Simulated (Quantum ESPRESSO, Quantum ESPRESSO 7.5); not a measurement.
**Work function and surface energy of Al(111) against thickness**

Aim: how the work function and the surface energy of Al(111) settle with the number of layers.

Program: Quantum ESPRESSO 7.5. Level of theory: plane-wave DFT, PBE, GBRV ultrasoft pseudopotentials. Results are calculated unless marked as measured.

**1. The structure**

The cell holds 8 atoms: 8 Al. Cell: a = 2.864 Å, b = 2.864 Å, c = 31.368 Å, α = 90.0°, β = 90.0°, γ = 60.0°. It derives from Al. Vacuum lies along c.

As a file:

```xyz
8
Lattice="2.8638 0.0000 0.0000 1.4319 2.4801 0.0000 0.0000 0.0000 31.3679" Properties=species:S:1:pos:R:3
Al    2.8638    1.6534    7.5000
Al    0.0000    0.0000    9.8383
Al    1.4319    0.8267   12.1765
Al    2.8638    1.6534   14.5148
Al    0.0000    0.0000   16.8531
Al    1.4319    0.8267   19.1913
Al    2.8638    1.6534   21.5296
Al    0.0000    0.0000   23.8679
```

**2. The script**

ASE writes the inputs, starts pw.x and reads the results. Under ESM bc1 the zero of energy of a symmetric slab is the vacuum, so the work function is minus the Fermi level.

The input, run.py:

```python
import json
import numpy as np
from ase.build import fcc111
from ase.calculators.espresso import Espresso, EspressoProfile

profile = EspressoProfile(command='mpirun -n 2 pw.x -nk 2', pseudo_dir='../pseudo')
pseudopotentials = {'Al': 'al_pbe_v1.uspp.F.UPF'}
system = {'ecutwfc': 40, 'ecutrho': 200, 'occupations': 'smearing', 'smearing': 'mv', 'degauss': 0.02}


def calculator(name, kpts, **extra):
    data = dict(control=dict(tprnfor=True, verbosity='high', disk_io='none'),
                system=system | extra,
                electrons=dict(conv_thr=1e-07, mixing_beta=0.4, mixing_mode='local-TF',
                               electron_maxstep=100))
    return Espresso(profile=profile, directory=name, pseudopotentials=pseudopotentials, kpts=kpts, input_data=data)


def centre(atoms):
    z = atoms.positions[:, 2]
    atoms.positions[:, 2] -= (z.max() + z.min()) / 2  # ESM wants the slab about z = 0
    return atoms


rows = []
for n in [3, 4, 5, 6, 7, 8]:
    slab = centre(fcc111('Al', size=(1, 1, n), a=4.05, vacuum=7.5, periodic=True))
    slab.set_initial_magnetic_moments([0.0] * n)
    slab.calc = calculator(f'n{n}', (12, 12, 1), assume_isolated='esm', esm_bc='bc1')
    energy = slab.get_potential_energy()
    work = -slab.calc.get_fermi_level()
    force = slab.get_forces()[-1, 2]
    rows.append([n, energy, work, force])
    print(f'{n} layers: E = {energy:.5f} eV, work function {work:.3f} eV, force on the top atom {force:+.3f} eV/A')

n, energy = np.array(rows)[:, :2].T
slope, offset = np.polyfit(n[1:], energy[1:], 1)
area = np.linalg.norm(np.cross(*slab.cell[:2]))
gamma = offset / (2 * area) * 16.0218
print(f'bulk energy from the slope {slope:.5f} eV an atom; unrelaxed surface energy {gamma:.3f} J/m^2')
json.dump(dict(rows=rows, slope=slope, gamma=gamma), open('result.json', 'w'))
```

Started as:

```bash
OMP_NUM_THREADS=1 python run.py
```

What it wrote:

```text
3 layers: E = -273.07698 eV, work function 3.883 eV, force on the top atom -0.116 eV/A
4 layers: E = -364.29500 eV, work function 4.032 eV, force on the top atom -0.015 eV/A
5 layers: E = -455.60154 eV, work function 4.107 eV, force on the top atom +0.058 eV/A
6 layers: E = -546.87065 eV, work function 4.088 eV, force on the top atom +0.036 eV/A
7 layers: E = -638.11726 eV, work function 4.041 eV, force on the top atom +0.012 eV/A
8 layers: E = -729.39496 eV, work function 4.131 eV, force on the top atom +0.036 eV/A
bulk energy from the slope -91.27156 eV an atom; unrelaxed surface energy 0.872 J/m^2
```

Elapsed: 6.1 min, on 2 MPI ranks of AMD EPYC 7R43, shared host; peak memory 0.27 GiB; 12 min of CPU time.

The input that ASE wrote for the first run, and its log:

```
&CONTROL
   verbosity        = 'high'
   tprnfor          = .true.
   disk_io          = 'none'
   pseudo_dir       = '../pseudo'
/
&SYSTEM
   ecutwfc          = 40
   ecutrho          = 200
   occupations      = 'smearing'
   degauss          = 0.02
   smearing         = 'mv'
   assume_isolated  = 'esm'
   esm_bc           = 'bc1'
   ntyp             = 1
   nat              = 3
   ibrav            = 0
/
&ELECTRONS
   electron_maxstep = 100
   conv_thr         = 1e-07
   mixing_mode      = 'local-TF'
   mixing_beta      = 0.4
/
&IONS
/
&CELL
/
&FCP
/
&RISM
/
ATOMIC_SPECIES
Al 26.9815385 al_pbe_v1.uspp.F.UPF

K_POINTS automatic
12 12 1  0 0 0

CELL_PARAMETERS angstrom
2.86378246380552 0.00000000000000 0.00000000000000
1.43189123190276 2.48010836456797 0.00000000000000
0.00000000000000 0.00000000000000 19.67653718043597

ATOMIC_POSITIONS angstrom
Al 1.4318912319 0.8267027882 -2.3382685902  
Al -0.0000000000 1.6534055764 0.0000000000  
Al 0.0000000000 0.0000000000 2.3382685902
```

```text
Program PWSCF v.7.5 starts
[citation notice left out]

     Parallel version (MPI & OpenMP), running on       2 processor cores
     Number of MPI processes:                 2
     Threads/MPI process:                     1

     MPI processes distributed on     1 nodes
[... 1 line left out ...]

Warning: card &CELL ignored
Warning: card &FCP ignored
Warning: card &RISM ignored

     Current dimensions of program PWSCF are:
     Max number of different atomic species (ntypx) = 10
     Max number of k-points (npk) =  40000
     Max angular momentum in pseudopotentials (lmaxx) =  4
     Message from routine setup:
     using ibrav=0 with symmetry is DISCOURAGED, use correct ibrav instead

     K-points division:     npool     =       2
     Subspace diagonalization in iterative solution of the eigenvalue problem:
     a serial algorithm will be used

     G-vector sticks info
     --------------------
     sticks:   dense  smooth     PW     G-vecs:    dense   smooth      PW
     Sum         409     313    109                44987    32093    6013

     Using Slab Decomposition

     bravais-lattice index     =            0
     lattice parameter (alat)  =       5.4118  a.u.
     unit-cell volume          =     943.0961 (a.u.)^3
     number of atoms/cell      =            3
     number of atomic types    =            1
     number of electrons       =         9.00
     number of Kohn-Sham states=            9
     kinetic-energy cutoff     =      40.0000  Ry
     charge density cutoff     =     200.0000  Ry
     scf convergence threshold =      1.0E-07
     mixing beta               =       0.4000
     number of iterations used =            8  local-TF  mixing
     Exchange-correlation= SLA  PW   PBE  PBE
                           (   1   4   3   4   0   0   0)

     Effective Screening Medium Method
     =================================
     Boundary Conditions: Vacuum-Slab-Vacuum
     total charge in unit cell        =   0.0000
     grid points for fit at edges     =        4

[... 10 lines left out ...]
     PseudoPot. # 1 for Al read from file:
     ../pseudo/al_pbe_v1.uspp.F.UPF
     Pseudo is Ultrasoft + core correction, Zval =  3.0
     Generated by new atomic code, or converted to UPF format
     Using radial grid of  893 points,  3 beta functions with:
                l(1) =   0
                l(2) =   1
                l(3) =   2
     Q(r) pseudized with  8 coefficients,  rinner =    0.900   0.900   0.900
                                                       0.900   0.900

     atomic species   valence    mass     pseudopotential
     Al                3.00    26.98154     Al( 1.00)

     12 Sym. Ops., with inversion, found ( 6 have fractional translation)

                                    s                        frac. trans.

      isym =  1     identity

 cryst.   s( 1) = (     1          0          0      )
[... 472 lines left out ...]
------------------
[... 1 line left out ...]

     negative rho (up, down):  1.469E-04 0.000E+00

[... 1 line left out ...]

     End of self-consistent calculation

          k = 0.0000 0.0000 0.0000 (  4083 PWs)   bands (ev):

   -14.3773 -12.7105 -10.0926  -6.9765  -3.4730  -0.9665  -0.2639   1.1220
     1.1866

     occupation numbers
     1.0000   1.0000   1.0000   1.0000   0.0038   0.0000   0.0000   0.0000
     0.0000

[... 108 lines left out ...]

     the Fermi energy is    -3.8829 ev

!    total energy              =     -20.07078967 Ry
     estimated scf accuracy    <       0.00000007 Ry
     smearing contrib. (-TS)   =      -0.00041509 Ry
     internal energy E=F+TS    =     -20.07037459 Ry

     The total energy is F=E-TS. E is the sum of the following terms:
     one-electron contribution =     183.84992992 Ry
     hartree contribution      =     -91.32074299 Ry
     xc contribution           =     -12.71264314 Ry
     ewald contribution        =     -99.88691837 Ry

     convergence has been achieved in  18 iterations

     negative rho (up, down):  1.469E-04 0.000E+00

     Forces acting on atoms (cartesian axes, Ry/au):

     atom    1 type  1   force =    -0.00000000   -0.00000000    0.00450142
     atom    2 type  1   force =     0.00000000    0.00000000    0.00000000
     atom    3 type  1   force =     0.00000000    0.00000000   -0.00450142
     The non-local contrib.  to forces
     atom    1 type  1   force =     0.00000000   -0.00000000   -0.02957518
     atom    2 type  1   force =     0.00000000    0.00000000    0.00000000
     atom    3 type  1   force =     0.00000000    0.00000000    0.02957518
     The ionic contribution  to forces
     atom    1 type  1   force =     0.00000000    0.00000000   -8.88309165
     atom    2 type  1   force =    -0.00000000   -0.00000000    0.00000000
     atom    3 type  1   force =    -0.00000000    0.00000000    8.88309165
     The local contribution  to forces
     atom    1 type  1   force =    -0.00000000    0.00000000    8.91440489
     atom    2 type  1   force =     0.00000000    0.00000000    0.00000119
     atom    3 type  1   force =     0.00000000   -0.00000000   -8.91440252
     The core correction contribution to forces
     atom    1 type  1   force =    -0.00000000    0.00000000    0.00255007
     atom    2 type  1   force =     0.00000000    0.00000000   -0.00000000
     atom    3 type  1   force =     0.00000000   -0.00000000   -0.00255007
     The Hubbard contrib.    to forces
     atom    1 type  1   force =     0.00000000    0.00000000    0.00000000
     atom    2 type  1   force =     0.00000000    0.00000000    0.00000000
     atom    3 type  1   force =     0.00000000    0.00000000    0.00000000
     The SCF correction term to forces
     atom    1 type  1   force =    -0.00000000   -0.00000000    0.00021447
     atom    2 type  1   force =    -0.00000000    0.00000000   -0.00000000
     atom    3 type  1   force =    -0.00000000   -0.00000000   -0.00021447

     Total force =     0.006366     Total SCF correction =     0.000303
     Message from routine punch:
     Nothing written, as per user request (disk_io='none')

[... 1 line left out ...]

[... 1 line left out ...]

[... 1 line left out ...]

[... 3 lines left out ...]

[... 1 line left out ...]

[... 2 lines left out ...]

[... 1 line left out ...]

[... 1 line left out ...]

=------------------------------------------------------------------------------=
   JOB DONE.
=------------------------------------------------------------------------------=
```

Read from the output:

| Property | Result |
| --- | --- |
| surface energy | 0.8724 J/m² |
| work function of the thickest slab | 4.131 eV |

Work function against layers:

```csv
layers,work function (eV)
3.00,3.88
4.00,4.03
5.00,4.11
6.00,4.09
7.00,4.04
8.00,4.13
```

Table of force on the top atom along the normal by layers:

```csv
layers,force on the top atom along the normal (eV/Å)
3.00,-0.116
4.00,-0.0146
5.00,0.0578
6.00,0.0356
7.00,0.0115
8.00,0.0358
```

The energy less the bulk line's slope by layers:

```csv
layers,energy less the bulk line's slope (meV)
3.00,738
4.00,791
5.00,756
6.00,759
7.00,784
8.00,778
```

**3. The script: PBEsol, GBRV ultrasoft**

Level of this step: plane-wave DFT, PBEsol, GBRV ultrasoft pseudopotentials (Quantum ESPRESSO 7.5).

run.py, as its differences from the input of step 2:

```diff
@@ -6,3 +6,3 @@
 profile = EspressoProfile(command='mpirun -n 2 pw.x -nk 2', pseudo_dir='../pseudo')
-pseudopotentials = {'Al': 'al_pbe_v1.uspp.F.UPF'}
+pseudopotentials = {'Al': 'al_pbesol_v1.uspp.F.UPF'}
 system = {'ecutwfc': 40, 'ecutrho': 200, 'occupations': 'smearing', 'smearing': 'mv', 'degauss': 0.02}
```

Started as:

```bash
OMP_NUM_THREADS=1 python run.py
```

What it wrote:

```text
3 layers: E = -271.16722 eV, work function 3.938 eV, force on the top atom -0.191 eV/A
4 layers: E = -361.79283 eV, work function 4.093 eV, force on the top atom -0.088 eV/A
5 layers: E = -452.50735 eV, work function 4.170 eV, force on the top atom -0.014 eV/A
6 layers: E = -543.18304 eV, work function 4.145 eV, force on the top atom -0.038 eV/A
7 layers: E = -633.83646 eV, work function 4.100 eV, force on the top atom -0.061 eV/A
8 layers: E = -724.52165 eV, work function 4.193 eV, force on the top atom -0.036 eV/A
bulk energy from the slope -90.67867 eV an atom; unrelaxed surface energy 1.019 J/m^2
```

The job ended after 6.3 min (2 MPI ranks; peak memory 0.27 GiB; 12 min of CPU time).

This step gave:

```
surface energy                     : 1.019 J/m²
work function of the thickest slab : 4.193 eV
```

Table of work function by layers:

```csv
layers,work function (eV)
3.00,3.94
4.00,4.09
5.00,4.17
6.00,4.15
7.00,4.10
8.00,4.19
```

Force on the top atom along the normal against layers:

```csv
layers,force on the top atom along the normal (eV/Å)
3.00,-0.191
4.00,-0.0879
5.00,-0.0137
6.00,-0.0376
7.00,-0.0613
8.00,-0.0365
```

Energy less the bulk line's slope against layers:

```csv
layers,energy less the bulk line's slope (meV)
3.00,869
4.00,922
5.00,886
6.00,889
7.00,914
8.00,908
```

**4. Worked from the printed numbers**

γ = (E_N − N e_bulk)/(2A). The excess of the thickest slab is 0.778 eV and A = 7.102 Å²: 0.778/(2 × 7.102) × 16.02 = 0.88 J/m² (1 eV/Å² = 16.02 J/m²); the fit's intercept gives 0.87.

**5. Results**

```yaml
work_function_of_the_thickest_slab_pbe_gbrv_ultrasoft: 4.13 eV
unrelaxed_surface_energy_pbe_gbrv_ultrasoft: 0.87 J/m²
work_function_of_the_thickest_slab_pbesol_gbrv_ultrasoft: 4.19 eV
unrelaxed_surface_energy_pbesol_gbrv_ultrasoft: 1.02 J/m²
```

**Reading.** The thickest slab gives a work function of 4.13 eV and the series an unrelaxed surface energy of 0.87 J/m² (PBE, GBRV ultrasoft). The work function swings by 0.25 eV over 3 to 8 layers and by 0.09 eV over the last step; confined states crossing the Fermi level and the finite mesh both contribute. So 8 layers don't yet hold the work function to 0.05 eV on this mesh. The force on the top atom of the thickest slab points outwards (0.04 eV/Å). Experiment, extrapolated from the liquid and averaged over faces, gives a surface energy of 1.14 J/m² (arxiv:0801.1077, 2008); the value here lies under it, as is usual for gradient-corrected functionals. The slabs are cut from the bulk at the tabulated lattice constant and not relaxed; the surface energy comes from a straight line through the energies of all but the thinnest slab.

[Logs are printed without paths, hosts, clocks, repeated set-up lines and the standing remarks that a program may print on its own settings, such as how far it seeks lower states.]

[Hosts, paths, dates, database ids (printed as entryN), source tags and the programs' standing remarks are cut or masked in the printed files.]

[Maps of the electrostatic potential energy from Ansatz leave out the sawtooth potential of an applied field or a dipole correction, so their vacuum need not be flat; planar profiles and work functions include it.]
